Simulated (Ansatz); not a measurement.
**Phonons of HfC (Fm-3m) against volume**

Wanted: Grüneisen parameters and pressure coefficients of the modes of HfC (Fm-3m).

Method: DFT PBEsol, scalar-relativistic, plane waves, PAW; PAW set soft_1, in Ansatz 0.2.0.

The database entry behind the starting cell differs from later determinations by our own check (about 0.2 % long), so it need not match the best structure at ambient conditions.

### Step 1. The structure

It takes space group Fm-3m (No. 225, cubic). Conventional cell: a = 4.650 Å, b = 4.650 Å, c = 4.650 Å, α = 90.00°, β = 90.00°, γ = 90.00°. Nearest to C lie 6 Hf at 2.33 Å. Nearest to Hf lie 6 C at 2.33 Å. Farther neighbours are not listed.

### Step 2. Bringing the structure to rest

Harmonic phonons are second derivatives at a point where the forces vanish, and they are wanted at zero stress, so atoms and cell are relaxed first.

Input file input.yaml:

```yaml
crystal:
  lattice:
    - [0.0, 2.325, 2.325]
    - [2.325, 0.0, 2.325]
    - [2.325, 2.325, 0.0]
  atoms:
    - { symbol: C, position: [0.0, 0.0, 0.0] }
    - { symbol: Hf, position: [0.5, 0.5, 0.5] }
kpoints:
  mp_grid: { grid: [16, 16, 16] }
hamiltonian:
  xc: pbesol
  pseudopotentials: { kind: paw, azcp: { folder: soft_1 }, xc_functional: pbe }
scf:
  occupations: { method: gaussian, width: 0.1 }
output:
  forces: true
  stress: true
  eigenvalues: true
  write_density: true
  write_potential: true
  elf: true
  volumetric_format: npy
relax:
  adjacent_minimum: "off"
  f_tol: 0.005
  max_steps: 80
  cell: { stress_tol: 0.05 }
```

Command:

```
> ansatz run input.yaml --threads 4 --pin off --max-ram 10240MiB --backend cpu --events-out ev --progress --plain --runs-dir out
```

Numbers of over 12 decimals in the logs are rounded to 6 here.

The log of the run:

```text
Engine: ansatz 0.2.0, x86_64-unknown-linux-gnu
Pseudopotentials: kind: paw
Pseudopotential: C, paw, valence charge 4, recommended cutoff 420 eV (normal), soft_1/C.paw.azcp
Pseudopotential: Hf, paw, valence charge 26, recommended cutoff 420 eV (normal), soft_1/Hf.paw.azcp
Functional definition: PBEsol
  exchange = pbesol_x
  correlation = pbesol_c
Crystal: 2 atoms, lattice volume = 25.136 Å³
Basis set: ecut = 420 eV, 531 PW (Γ), exchange–correlation on 48×48×48 points (8 copies of the dense FFT grid, shifted against one another)
Bands: 19, of which v1, the nominal top of the filled ones, is band 15 counted from 1 (14 counted from 0)
Symmetry: 48 space group operations
Space group: Fm-3m (ITA 225), of the structure as read, at distance tolerance 2.9e-5 Å
k-points: 145 of 4096
Non-local potential: C, projectors of the file, l = 0: 2, l = 1: 2, l = 2: 1
Non-local potential: Hf, projectors of the file, l = 0: 3, l = 1: 2, l = 2: 2, l = 3: 3
PAW form: soft (Blöchl's): semilocal exchange-correlation on the pseudo side does not see the compensation charge
PAW frozen core: C, regenerated for the run's functional, and the local potential with it (the file was generated under x = pbe(κ = 0.804, μ = 0.219515), c = pbe(β = 0.066725))
PAW frozen core: Hf, regenerated for the run's functional, and the local potential with it (the file was generated under x = pbe(κ = 0.804, μ = 0.219515), c = pbe(β = 0.066725))
PAW one-centre angular grid: C, 110 points (default); XC on 64 Gauss nodes
PAW one-centre angular grid: Hf, 590 points (default); XC on 64 Gauss nodes
Initial density: superposition of atomic densities (chi_scale 0.1, normalization cell, long waves kept (reshape's long-wave potential 0.00 eV rms))
Initial wavefunctions: pseudopotential atomic-orbital guess
Functional: x = pbesol(κ = 0.804, μ = 0.123457), c = pbesol(β = 0.046)
SCF iter   1: F=—  HF=-15848.031419 eV  |F-HF|=—  |Δ(HF+E_count)|=         —  Δρ=8.43e-2  dr2=2.46e0  ethr=3.10e-3  ⟨swp⟩=5.3  Hψ=12374  notcnv=0
preconditioner: auto → Kerker (q_TF=auto, 2.810 Å⁻¹)  [metal: Δε(μ)=0.066 eV  Ē_g=17.592 eV  σ=0.100 eV  W_gap=0.34  n_scr=14 (ndim 8)  ℏωp=39.2 eV  f_vac=0.000  D(μ)=0.23/eV (n_scr^D=0)]
SCF iter   2: F=—  HF=-15847.529167 eV  |F-HF|=—  |Δ(HF+E_count)|=   5.02e-1  Δρ=3.28e-2  dr2=2.66e-1  ethr=3.10e-3  ⟨swp⟩=2.4  Hψ=5153  notcnv=0  defer=4
SCF iter   3: F=—  HF=-15847.476432 eV  |F-HF|=—  |Δ(HF+E_count)|=   5.27e-2  Δρ=1.43e-2  dr2=3.24e-2  ethr=8.88e-4  ⟨swp⟩=2.2  Hψ=5835  notcnv=0  defer=2
SCF iter   4: F=—  HF=-15847.468114 eV  |F-HF|=—  |Δ(HF+E_count)|=   8.32e-3  Δρ=8.15e-3  dr2=7.98e-3  ethr=1.08e-4  ⟨swp⟩=2.4  Hψ=5682  notcnv=0  defer=2
SCF iter   5: F=—  HF=-15847.468201 eV  |F-HF|=—  |Δ(HF+E_count)|=   8.74e-5  Δρ=1.46e-3  dr2=2.75e-4  ethr=2.66e-5  ⟨swp⟩=2.4  Hψ=4706  notcnv=0  defer=1
SCF iter   6: F=—  HF=-15847.468163 eV  |F-HF|=—  |Δ(HF+E_count)|=   3.77e-5  Δρ=2.51e-4  dr2=1.57e-5  ethr=9.16e-7  ⟨swp⟩=3.1  Hψ=5035  notcnv=0  defer=1
SCF iter   7: F=—  HF=-15847.468168 eV  |F-HF|=—  |Δ(HF+E_count)|=   4.09e-6  Δρ=6.64e-5  dr2=8.09e-7  ethr=5.24e-8  ⟨swp⟩=2.2  Hψ=5026  notcnv=0  defer=1
SCF iter   8: F=-15847.468167 eV  HF=-15847.468167 eV  |F-HF|=8.84e-10  |Δ(HF+E_count)|=   2.63e-8  Δρ=1.40e-5  dr2=2.86e-8  ethr=3.33e-10  ⟨swp⟩=12.6  Hψ=26277  notcnv=0
SCF 1 converged in 8 iterations: F = -15847.468167 eV  dr2 = 2.86e-8
  Residual-converged pass: ⟨swp⟩=1.1  Hψ=3358  notcnv=0  max |occ|·‖R‖ = 7.1e-9 eV (tolerance 1.0e-8 eV)  dr2=2.86e-8  dr2_onsite=4.17e-9  max |Δocc| = 3.7e-10
  greatest PAW one-centre occupation: 0.998 electrons in one spin orbital (limit 2), on the Hf atom at site 1 (counted from 0), in its partial waves of l = 0
relax step   1: F+E_penalty+E_count = -15847.46816748 eV  Δ(F+E_penalty+E_count) = +0.000e0 eV  max|allowed force component| = 4.727e-29 eV/Å  Δτ_max = 0.0000 Å  P = -6.514 GPa  Ω = 25.136 Å³  (8 SCF iters, dr2 threshold 1.00e-7 eV, accepted)
Crystal: 2 atoms, lattice volume = 23.941 Å³
Basis set: ecut = 420 eV, 459 PW (Γ), exchange–correlation on 48×48×48 points (8 copies of the dense FFT grid, shifted against one another)
Initial density: handed on by an earlier stage of this run
Initial wavefunctions: those handed on with the density
iter 1 solved again at ethr=4.10e-5 eV; its pass at ethr=3.10e-3 eV (dr2=1.23e-2 eV) is discarded
SCF iter   1: F=—  HF=-15847.478329 eV  |F-HF|=—  |Δ(HF+E_count)|=         —  Δρ=6.63e-3  dr2=1.25e-2  ethr=4.10e-5  ⟨swp⟩=1.3  Hψ=16492  notcnv=0
preconditioner: auto → Kerker (q_TF=auto, 2.833 Å⁻¹)  [metal: Δε(μ)=0.014 eV  Ē_g=18.198 eV  σ=0.100 eV  W_gap=0.08  n_scr=14 (ndim 8)  ℏωp=40.2 eV  f_vac=0.000  D(μ)=0.45/eV (n_scr^D=0)]
SCF iter   2: F=—  HF=-15847.475569 eV  |F-HF|=—  |Δ(HF+E_count)|=   2.76e-3  Δρ=2.06e-3  dr2=1.15e-3  ethr=4.10e-5  ⟨swp⟩=2.0  Hψ=3468  notcnv=0
SCF iter   3: F=—  HF=-15847.475339 eV  |F-HF|=—  |Δ(HF+E_count)|=   2.30e-4  Δρ=7.33e-4  dr2=9.61e-5  ethr=3.83e-6  ⟨swp⟩=2.2  Hψ=4410  notcnv=0
SCF iter   4: F=—  HF=-15847.475281 eV  |F-HF|=—  |Δ(HF+E_count)|=   5.75e-5  Δρ=5.11e-4  dr2=6.51e-5  ethr=3.20e-7  ⟨swp⟩=2.2  Hψ=5091  notcnv=0
SCF iter   5: F=—  HF=-15847.475263 eV  |F-HF|=—  |Δ(HF+E_count)|=   1.81e-5  Δρ=9.58e-5  dr2=1.91e-6  ethr=2.17e-7  ⟨swp⟩=2.1  Hψ=4911  notcnv=0
SCF iter   6: F=—  HF=-15847.475265 eV  |F-HF|=—  |Δ(HF+E_count)|=   1.49e-6  Δρ=4.27e-5  dr2=4.08e-7  ethr=6.35e-9  ⟨swp⟩=2.3  Hψ=5181  notcnv=0
SCF iter   7: F=-15847.475264 eV  HF=-15847.475265 eV  |F-HF|=7.79e-8  |Δ(HF+E_count)|=   1.16e-8  Δρ=8.45e-6  dr2=9.44e-9  ethr=6.67e-10  ⟨swp⟩=12.8  Hψ=26622  notcnv=0
SCF 2 converged in 7 iterations: F = -15847.475264 eV  dr2 = 9.44e-9
  Residual-converged pass: ⟨swp⟩=1.0  Hψ=3341  notcnv=0  max |occ|·‖R‖ = 7.1e-9 eV (tolerance 1.0e-8 eV)  dr2=9.44e-9  dr2_onsite=1.13e-7  max |Δocc| = 1.1e-10
relax step   2: F+E_penalty+E_count = -15847.47526447 eV  Δ(F+E_penalty+E_count) = -7.097e-3 eV  max|allowed force component| = 7.560e-29 eV/Å  Δτ_max = 0.0000 Å  P = +5.459 GPa  Ω = 23.941 Å³  energy of the carried Pulay correction = +1.387e-3 eV  (7 SCF iters, dr2 threshold 2.00e-7 eV, accepted)
Crystal: 2 atoms, lattice volume = 24.472 Å³
iter 1 solved again at ethr=1.02e-5 eV; its pass at ethr=3.10e-3 eV (dr2=3.06e-3 eV) is discarded
SCF iter   1: F=—  HF=-15847.483838 eV  |F-HF|=—  |Δ(HF+E_count)|=         —  Δρ=3.06e-3  dr2=2.78e-3  ethr=1.02e-5  ⟨swp⟩=2.1  Hψ=15642  notcnv=0
preconditioner: auto → Kerker (q_TF=auto, 2.823 Å⁻¹)  [metal: Δε(μ)=0.006 eV  Ē_g=18.199 eV  σ=0.100 eV  W_gap=0.03  n_scr=14 (ndim 8)  ℏωp=39.7 eV  f_vac=0.000  D(μ)=0.46/eV (n_scr^D=0)]
SCF iter   2: F=—  HF=-15847.483227 eV  |F-HF|=—  |Δ(HF+E_count)|=   6.11e-4  Δρ=9.52e-4  dr2=2.52e-4  ethr=9.26e-6  ⟨swp⟩=2.0  Hψ=3470  notcnv=0
SCF iter   3: F=—  HF=-15847.483177 eV  |F-HF|=—  |Δ(HF+E_count)|=   5.04e-5  Δρ=3.11e-4  dr2=1.93e-5  ethr=8.39e-7  ⟨swp⟩=2.1  Hψ=4376  notcnv=0
SCF iter   4: F=—  HF=-15847.483169 eV  |F-HF|=—  |Δ(HF+E_count)|=   7.90e-6  Δρ=2.20e-4  dr2=1.28e-5  ethr=6.44e-8  ⟨swp⟩=2.2  Hψ=4746  notcnv=0
SCF iter   5: F=—  HF=-15847.483165 eV  |F-HF|=—  |Δ(HF+E_count)|=   3.61e-6  Δρ=4.69e-5  dr2=6.24e-7  ethr=4.27e-8  ⟨swp⟩=2.4  Hψ=3934  notcnv=0
SCF iter   6: F=—  HF=-15847.483165 eV  |F-HF|=—  |Δ(HF+E_count)|=   2.02e-7  Δρ=2.02e-5  dr2=8.92e-8  ethr=6.67e-10  ⟨swp⟩=12.2  Hψ=26548  notcnv=0
SCF iter   7: F=-15847.483165 eV  HF=-15847.483165 eV  |F-HF|=1.75e-10  |Δ(HF+E_count)|=   2.18e-8  Δρ=3.79e-6  dr2=2.73e-9  ethr=2.97e-10  ⟨swp⟩=9.8  Hψ=20088  notcnv=0
SCF 3 converged in 7 iterations: F = -15847.483165 eV  dr2 = 2.73e-9
relax step   3: F+E_penalty+E_count = -15847.48316526 eV  Δ(F+E_penalty+E_count) = -7.901e-3 eV  max|allowed force component| = 6.475e-30 eV/Å  Δτ_max = 0.0000 Å  P = -0.209 GPa  Ω = 24.472 Å³  energy of the carried Pulay correction = +7.630e-4 eV  (7 SCF iters, dr2 threshold 2.00e-7 eV, accepted)
[...]
relax step   4: F+E_penalty+E_count = -15847.48320269 eV  Δ(F+E_penalty+E_count) = -3.743e-5 eV  max|allowed force component| = 2.702e-29 eV/Å  Δτ_max = 0.0000 Å  P = -0.001 GPa  Ω = 24.451 Å³  energy of the carried Pulay correction = +7.869e-4 eV  (3 SCF iters, dr2 threshold 1.10e-7 eV, accepted)
Initial wavefunctions: pseudopotential atomic-orbital guess (no wavefunctions were taken with the density)
iter 1 solved again at ethr=1.17e-9 eV; its pass at ethr=3.10e-3 eV (dr2=3.50e-7 eV) is discarded
SCF iter   1: F=—  HF=-15847.482482 eV  |F-HF|=—  |Δ(HF+E_count)|=         —  Δρ=6.20e-5  dr2=1.27e-7  ethr=1.17e-9  ⟨swp⟩=5.8  Hψ=25803  notcnv=0
preconditioner: auto → Kerker (q_TF=auto, 2.823 Å⁻¹)  [metal: Δε(μ)=0.005 eV  Ē_g=18.179 eV  σ=0.100 eV  W_gap=0.03  n_scr=14 (ndim 8)  ℏωp=39.7 eV  f_vac=0.000  D(μ)=0.46/eV (n_scr^D=0)]
SCF iter   2: F=—  HF=-15847.482480 eV  |F-HF|=—  |Δ(HF+E_count)|=   1.78e-6  Δρ=4.04e-5  dr2=1.20e-7  ethr=4.24e-10  ⟨swp⟩=3.1  Hψ=5787  notcnv=0
SCF iter   3: F=—  HF=-15847.482480 eV  |F-HF|=—  |Δ(HF+E_count)|=   1.17e-8  Δρ=2.34e-5  dr2=2.89e-8  ethr=3.99e-10  ⟨swp⟩=2.7  Hψ=5485  notcnv=0
SCF iter   4: F=—  HF=-15847.482480 eV  |F-HF|=—  |Δ(HF+E_count)|=   2.33e-8  Δρ=3.95e-6  dr2=8.83e-10  ethr=9.63e-11  ⟨swp⟩=2.9  Hψ=4857  notcnv=0
SCF iter   5: F=—  HF=-15847.482480 eV  |F-HF|=—  |Δ(HF+E_count)|=  8.79e-10  Δρ=8.52e-7  dr2=8.45e-11  ethr=2.94e-12  ⟨swp⟩=2.2  Hψ=5005  notcnv=0
SCF iter   6: F=-15847.482480 eV  HF=-15847.482480 eV  |F-HF|=5.46e-12  |Δ(HF+E_count)|=  3.64e-12  Δρ=2.03e-7  dr2=7.93e-12  ethr=1.00e-12  ⟨swp⟩=9.1  Hψ=17859  notcnv=0
SCF 5 converged in 6 iterations: F = -15847.482480 eV  dr2 = 7.93e-12
relax step   5: F+E_penalty+E_count = -15847.48247986 eV  Δ(F+E_penalty+E_count) = +7.228e-4 eV  max|allowed force component| = 8.546e-30 eV/Å  Δτ_max = 0.0000 Å  P = -0.033 GPa  Ω = 24.451 Å³  stress off target by 3.32e-2 GPa  SCF on the basis re-selected at this cell (its energy is not comparable with the rows above)  (6 SCF iters)
basis re-selected at this cell: Δ(F+E_penalty+E_count) = +7.228e-4 eV, ΔP = -0.032 GPa vs the last step (what re-selecting the basis moved, of the pressure what is left beyond the Pulay correction that the steps carried, after the strain that the cell walked since its last selection, with what the two solves' SCF thresholds leave and, on support functions, any second-order correction that the steps lacked; it is no m [...]
SCF converged after 6 iterations
Free energy (F): -15847.482480 eV
Harris-Foulkes:  -15847.482480 eV  (|F-HF|=5.46e-12)
Internal energy: -15847.480192 eV  (E = F + TS)
E sigma→0 (E₀):  -15847.481336 eV
Entropy (-TS):   -0.002288 eV (-1.144 meV/atom)
Fermi energy:    18.982194 eV
--- Per-component energies (eV) ---
  E_band       = 80.578680
  E_kinetic    = 494.916612
  E_local      = -6154.399142  (includes V_loc(G=0)·N_el)
  E_nonlocal   = 91.324405
  E_hartree    = 3017.672925
  E_xc         = -312.445465
  E_vxc        = -314.013889  (∫ρ·V_xc dr)
  E_paw        = -7673.666049  (= ΣΔE_a)
  E_vpaw       = -72.595128  (= ΣTr[D̂ρ^β])
  E_aug_tail   = 0.000101  (compensation charges beyond the density's cutoff)
  E_ewald      = -5312.155736
  E_core_change = 1.272157  (= ΣΔE_core)
  E_smearing   = -0.002288  (= −TS)
  E_closure    = 0.000000  (closes the sum)
  Σ components = -15847.482480   (vs F -15847.482480, Δ=0.00e0)
--- Forces (eV/Å), atoms counted from 1 ---
  atom   1  C     -0.00000000    -0.00000000     0.00000000
  atom   2  Hf     0.00000000    -0.00000000    -0.00000000
  max |Σ_I F_I| component: 1.66e-29 eV/Å
--- Stress (GPa, compression-positive) ---
       -0.033163      -0.000000      -0.000000
       -0.000000      -0.033163      -0.000000
       -0.000000      -0.000000      -0.033163
  P = ⅓ Tr σ = -0.0332 GPa (-0.332 kbar)
--- Band table (eV; the first three rows and the last of 145) ---
  k-point 0: bands = [... 11 lower, 8.1569, 20.0834, 20.0834, 20.0834, 20.3083, 20.3083, 20.3083, 22.4032]
  k-point 1: bands = [... 11 lower, 8.1571, 19.2616, 19.5176, 19.5176, 20.5561, 20.5561, 20.8847, 22.9310]
  k-point 2: bands = [... 11 lower, 8.1573, 18.1835, 18.6794, 18.6794, 20.8999, 20.8999, 21.3280, 24.0413]
  k-point 144: bands = [... 11 lower, 9.3768, 15.9280, 16.2235, 16.2235, 22.7140, 22.7140, 25.9073, 26.2492]
--- Relaxed structure (4 steps of the walk, 4 accepted, 1 SCFs on fresh bases) ---
  F+E_penalty+E_count = -15847.48247986 eV   max|allowed force component| = 8.546e-30 eV/Å   (the final SCF, on the basis selected at the relaxed cell)
  cell:  # Å, volume = 24.4509 Å³
    - [0, 2.303679, 2.303679]
    - [2.303679, 0, 2.303679]
    - [2.303679, 2.303679, 0]
  atoms:
    - { symbol: C, position: [0, 0, 0] }
    - { symbol: Hf, position: [0.5, 0.5, 0.5] }
```

The job ended after 5.7 s (4 threads of AMD EPYC 7B13 (Zen 3), shared host; peak memory 0.47 GiB; 20 s of CPU time).

Relaxation path:

| step | energy less that of the first step (eV) | largest force component (eV/Å) | pressure (GPa) | volume (Å³) |
| --- | --- | --- | --- | --- |
| 1 | 0.0000 | 0.0000 | -6.51 | 25.14 |
| 2 | -0.0071 | 0.0000 | 5.46 | 23.94 |
| 3 | -0.0150 | 0.0000 | -0.21 | 24.47 |
| 4 | -0.0150 | 0.0000 | 0.00 | 24.45 |
| 5* | -0.0143 | 0.0000 | -0.03 | 24.45 |

Relaxation steps marked * repeat the geometry before them on a plane-wave basis chosen anew for their cell, so energy and pressure can jump there.

The run keeps the 48 symmetry operations that it works with, so distortions that break them were not tested.

| conventional cell, symmetrised | before | after | change |
| --- | --- | --- | --- |
| a (Å) | 4.650 | 4.607 | -0.9 % |
| b (Å) | 4.650 | 4.607 | -0.9 % |
| c (Å) | 4.650 | 4.607 | -0.9 % |
| volume (Å³/atom) | 12.57 | 12.23 | -2.7 % |

Final coordinates:

```xyz
2
Lattice="0.0000 2.3037 2.3037 2.3037 0.0000 2.3037 2.3037 2.3037 0.0000" Properties=species:S:1:pos:R:3 pbc="T T T"
C     0.0000    0.0000    0.0000
Hf    2.3037    2.3037    2.3037
```

This step gave:

```
pressure          : -0.03316 GPa
volume per atom   : 12.23 Å³
gap on the k-mesh : 0 eV
```

Valence density in the ac plane of the conventional cell at fractional y = 0.000, with atoms of C and Hf within 0.2 Å of it. It is the smooth field of the valence electrons, not physical close to the nuclei.

Ten steps, logarithmic in the rise over the least value, from '_' (0 e/Å³) to '@' (50 e/Å³), each cell a mean:
```
::::..__..++%%@@##--....::::
::....____::++**==..____..::
..__________..::..________..
..____________..__________..
--::______........______..--
##**::____..::::::..__..==##
@@##--....::::::::....::**@@
@@##--....::::::::..__..++%%
**==..____..::::....____::++
::..________....__________..
..__________....____________
....______..----::______....
::::..__..==####**::____..::
::::....::**@@@@##--....::::
```
Columns run along a (4.6 Å), rows up along c (4.6 Å), edges of the conventional cell, whose origin can differ from the input's. Atoms in or near the plane, at fractional coordinates: C at (0.00, 0.00), C at (0.50, 0.50), Hf at (0.50, 0.00), Hf at (0.00, 0.50).

Electrostatic potential energy in the ac plane of the conventional cell at fractional y = 0.000, with atoms of C and Hf within 0.2 Å of it. With pseudopotentials it is smooth inside the atoms' cores, unlike the true potential.

Ten even steps from '0' (-35 eV) to '9' (19 eV), each cell a mean:
```
03896355448960
57998533469996
99999866789999
88999998999998
45799988999864
43589731599744
64489500188635
54489600389635
34699965799853
67899999999986
89999988899999
89998644579998
15997444358973
01886356448950
```
Columns run along a (4.6 Å; values clipped at the 3rd and 97th percentile), rows up along c (4.6 Å), edges of the conventional cell, whose origin can differ from the input's. Atoms in or near the plane, at fractional coordinates: C at (0.00, 0.00), C at (0.50, 0.50), Hf at (0.50, 0.00), Hf at (0.00, 0.50).

ELF in the ac plane of the conventional cell at fractional y = 0.000, with atoms of C and Hf within 0.2 Å of it. It is the smooth field of the valence electrons, not physical close to the nuclei.

Values, 14 rows by 14 columns, each cell a mean:
```
0.28 0.63 0.74 0.36 0.35 0.72 0.84 0.85 0.81 0.55 0.25 0.58 0.74 0.41
0.72 0.77 0.70 0.33 0.20 0.50 0.72 0.77 0.64 0.31 0.19 0.55 0.76 0.74
0.59 0.57 0.48 0.26 0.14 0.20 0.35 0.39 0.27 0.14 0.18 0.40 0.55 0.58
0.27 0.22 0.18 0.19 0.26 0.33 0.36 0.37 0.35 0.31 0.24 0.18 0.19 0.25
0.60 0.46 0.21 0.18 0.48 0.70 0.74 0.74 0.73 0.63 0.31 0.14 0.31 0.55
0.83 0.75 0.46 0.22 0.57 0.77 0.63 0.53 0.71 0.73 0.35 0.27 0.64 0.81
0.85 0.83 0.60 0.27 0.59 0.72 0.28 0.11 0.53 0.74 0.37 0.39 0.77 0.85
0.85 0.81 0.55 0.25 0.58 0.74 0.41 0.28 0.63 0.74 0.36 0.35 0.72 0.84
0.77 0.64 0.31 0.19 0.55 0.76 0.74 0.72 0.77 0.70 0.33 0.20 0.50 0.72
0.39 0.27 0.14 0.18 0.40 0.55 0.58 0.59 0.57 0.48 0.26 0.14 0.20 0.35
0.37 0.35 0.31 0.24 0.18 0.19 0.25 0.27 0.22 0.18 0.19 0.26 0.33 0.36
0.74 0.73 0.63 0.31 0.14 0.31 0.55 0.60 0.46 0.21 0.18 0.48 0.70 0.74
0.53 0.71 0.73 0.35 0.27 0.64 0.81 0.83 0.75 0.46 0.22 0.57 0.77 0.63
0.11 0.53 0.74 0.37 0.39 0.77 0.85 0.85 0.83 0.60 0.27 0.59 0.72 0.28
```
Columns run along a (4.6 Å), rows up along c (4.6 Å), edges of the conventional cell, whose origin can differ from the input's. Atoms in or near the plane, at fractional coordinates: C at (0.00, 0.00), C at (0.50, 0.50), Hf at (0.50, 0.00), Hf at (0.00, 0.50).

In this step the volume went from 12.57 to 12.23 Å³/atom.

### Step 3. Tight relaxation

Phonons need small forces and stress, so the relaxation is finished with tight tolerances on 16×16×16 k points.

input.yaml, the sections that differ from step 2:

```yaml
crystal:
  lattice:
    - [0.0, 2.3036785256, 2.3036785256]
    - [2.3036785256, 0.0, 2.3036785256]
    - [2.3036785256, 2.3036785256, 0.0]
  atoms:
    - { symbol: C, position: [0.0, 0.0, 0.0] }
    - { symbol: Hf, position: [0.5, 0.5, 0.5] }
scf:
  occupations: { method: methfessel_paxton, width: 0.2 }
output:
  forces: true
  stress: true
  eigenvalues: true
relax:
  adjacent_minimum: "off"
  f_tol: 0.001
  max_steps: 60
  cell: { stress_tol: 0.01 }
# kpoints, hamiltonian: as in step 2
```

The log of the run:

```text
[...]
Crystal: 2 atoms, lattice volume = 24.451 Å³
Basis set: ecut = 420 eV, 531 PW (Γ), exchange–correlation on 48×48×48 points (8 copies of the dense FFT grid, shifted against one another)
Bands: 19, of which v1, the nominal top of the filled ones, is band 15 counted from 1 (14 counted from 0)
Symmetry: 48 space group operations
[...]
k-points: 145 of 4096
[...]
k-point 144: bands = [... 11 lower, 9.3795, 15.9305, 16.2262, 16.2262, 22.7171, 22.7171, 25.9108, 26.2530]
--- Relaxed structure (3 steps of the walk, 3 accepted, 1 SCFs on fresh bases) ---
[...]
cell:  # Å, volume = 24.4478 Å³
    - [0, 2.303580, 2.303580]
    - [2.303580, 0, 2.303580]
    - [2.303580, 2.303580, 0]
  atoms:
    - { symbol: C, position: [0, 0, 0] }
    - { symbol: Hf, position: [0.5, 0.5, 0.5] }
[key lines of the parts left out:]
SCF converged after 6 iterations
Free energy (F): -15847.482024 eV
Fermi energy:    18.986593 eV
P = ⅓ Tr σ = -0.0003 GPa (-0.003 kbar)
```

Elapsed: 3.9 s, on 4 threads; peak memory 0.46 GiB.

Little changed from the start: no atom moved by 0.005 Å and no cell edge by 0.1 %.

Numbers from this step:

```
pressure        : -2.86e-4 GPa
volume per atom : 12.22 Å³
```

The forces vanish by symmetry and the pressure is 0.000 GPa, within the tolerances set. The cell now holds 12.22 Å³/atom.

(Continued in part 2 of 2.)

[Logs are printed without paths, hosts, clocks, repeated set-up lines and the standing remarks that a program may print on its own settings, such as how far it seeks lower states.]

[Hosts, paths, dates, database ids (printed as entryN), source tags and the programs' standing remarks are cut or masked in the printed files.]
